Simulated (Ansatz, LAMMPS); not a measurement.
# Compressing and expanding glassy 63SiO2-16Na2O-21K2O (mol %) (114 atoms): runs compared

Aim: relax glassy 63SiO2-16Na2O-21K2O (mol %) (114 atoms), then change its volume to read the bulk modulus from the stress.

Computed with Ansatz 0.2.0: Kohn-Sham DFT, PBE, PAW (set soft_2), plane waves.

## 1. The cell as built

The cell holds 114 atoms: 24 Si, 12 Na, 16 K and 62 O. Its edges and angles: a = 11.950 Å, b = 11.950 Å, c = 11.950 Å, α = 90.0°, β = 90.0°, γ = 90.0°. 114 atoms (24 Si, 12 Na, 16 K, 62 O) placed at random at 2.46 g/cm³, melted at 4000 K for 10 ps at fixed volume with the Morse and Coulomb pair potential with partial charges (Pedone, Malavasi, Menziani, Cormack and Segre, J. Phys. Chem. B 110, 11780 (2006)). Quenched from 4000 K to 300 K at 10 K/ps and fixed volume, held 10 ps at zero pressure.

What the set-up can't give: The quench rate of 10 K/ps is many orders above laboratory rates, so the cell is likely richer in defects and strain than a real sample. The network of bonds at the start is that of the classical potential that made the cell, and needn't be the one that DFT or experiment would give. Only the Γ point is sampled.

## 2. The reference run

The reference is a single point at the end of the relaxation.

Every strained cell starts from the geometry of this run, and its atoms are relaxed with the cell held.

Its input, with most atom lines left out:

```yaml
crystal:
  lattice:
    - [11.75285, -0.40286, 0.18879]
    - [-0.40286, 12.21221, 0.24646]
    - [0.18879, 0.24646, 12.56278]
  atoms:
    - { symbol: Si, position: [0.13247, 0.25043, 0.08985] }
    - { symbol: Si, position: [0.30114, 0.96444, 0.86621] }
    - { symbol: Si, position: [0.09861, 0.8377, 0.28941] }
    - { symbol: Si, position: [0.38316, 0.32904, 0.04856] }
    - { symbol: Si, position: [0.20873, 0.16288, 0.44401] }
    - { symbol: Si, position: [0.4781, 0.95299, 0.18666] }
    - { symbol: Si, position: [0.46436, 0.81136, 0.98494] }
    [... atom lines 8 to 114 left out ...]
kpoints:
  mp_grid: { grid: [1, 1, 1] }
hamiltonian:
  xc: pbe
scf:
  occupations: { method: fixed }
output:
  forces: true
  stress: true
  populations: true
  dos:
    method: { smearing: { sigma: 0.08 } }
    de: 0.1
    projected: { site_lists: { K: [K], Na: [Na], O: [O], Si: [Si] } }
  eigenvalues: true
  write_density: true
  write_potential: true
  volumetric_format: npy
```

* free energy per atom: -815.8175 eV/atom
* r.m.s. force component: 0.01083 eV/Å
* pressure: 0.01394 GPa

Filled and empty levels are parted by 3.33 eV (at Γ alone); a semilocal functional tends to put such gaps too low. In a disordered cell it changes from sample to sample, and tail or defect levels can set it.

## 3. The runs

Each row is one run, on 4 threads of AMD EPYC 7R13 (Zen 3), shared host. The free energy is the program's total, comparable only between runs with the same functional, potentials and atoms.

| run | atoms | outcome | ionic steps, all passes | free energy (eV) | time | host memory (GiB) |
| --- | --- | --- | --- | --- | --- | --- |
| Single point at the start | 114 | converged | - | -92990.302 | 19 s | 2.2 |
| Cell and atoms relaxed | 114 | converged | 33 | -93003.198 | 10 min | 2.4 |
| Single point at the relaxed geometry | 114 | converged | - | -93003.198 | 57 s | 2.6 |
| Volume -3 % | 114 | converged | 7 | -93003.004 | 3.7 min | 2.5 |
| Volume +3 % | 114 | converged | 9 | -93003.045 | 5.2 min | 2.7 |
| Volume -6 % | 114 | converged | 10 | -93002.436 | 4.7 min | 2.5 |
| Volume +6 % | 114 | cut at the time limit | 10 | -93002.580 | 8.4 min | 2.8 |
| Volume -10 % | 114 | cut at the time limit | 7 | -93000.883 | 5.3 min | 2.4 |
| Stretched by 1 % along x | 114 | cut at the time limit | 3 | - | 2.3 min | 2.6 |

In some runs the program notes that the SCF threshold is loose for the stress.

## 4. Pressure against volume

Atoms are relaxed at each volume, in the scaled cell.

| volume change (%) | volume (Å³/atom) | energy change (meV/atom) | pressure (GPa) | largest move on relaxing (Å) | bonds | gap (eV) |
| --- | --- | --- | --- | --- | --- | --- |
| -6 | 14.841 | 6.68 | 2.33 | 0.68 | 259 | 3.49 |
| -3 | 15.315 | 1.70 | 1.11 | 0.24 | 256 | 3.41 |
| +0 | 15.788 | 0.00 | 0.01 | - | 254 | 3.33 |
| +3 | 16.262 | 1.34 | -0.94 | 0.28 | 254 | 3.23 |

## 5. Outcome

The bulk modulus, from the slope of pressure against ln V over the three points nearest the relaxed volume, is 34.2 GPa; a quadratic over all points gives a pressure derivative of about 3.2. The count of bonds runs from 254 to 259 over the series, so at some points contacts cross the cutoffs. At -6 % some atom moved by over 0.5 Å on relaxing, so that point may sit in another local minimum. The gap goes from 3.49 eV at the smallest volume to 3.23 eV at the largest, -2.8 eV per unit of ln V by a straight line, on the run's k-points.

**Limits.** Strains are finite and relaxations stop at the force tolerance of the input, which can leave moduli too stiff; they are those of a static cell at zero temperature. Volumes are changed with the cell's shape held, so in an anisotropic solid the modulus lies over the one under free hydrostatic load. The program notes that the SCF threshold of the relaxations is loose for the stress.

The DFT runs together took 41 min of wall time.

[Logs are printed without paths, hosts, clocks, repeated set-up lines and the standing remarks that a program may print on its own settings, such as how far it seeks lower states.]

[Hosts, paths, dates, database ids (printed as entryN), source tags and the programs' standing remarks are cut or masked in the printed files.]
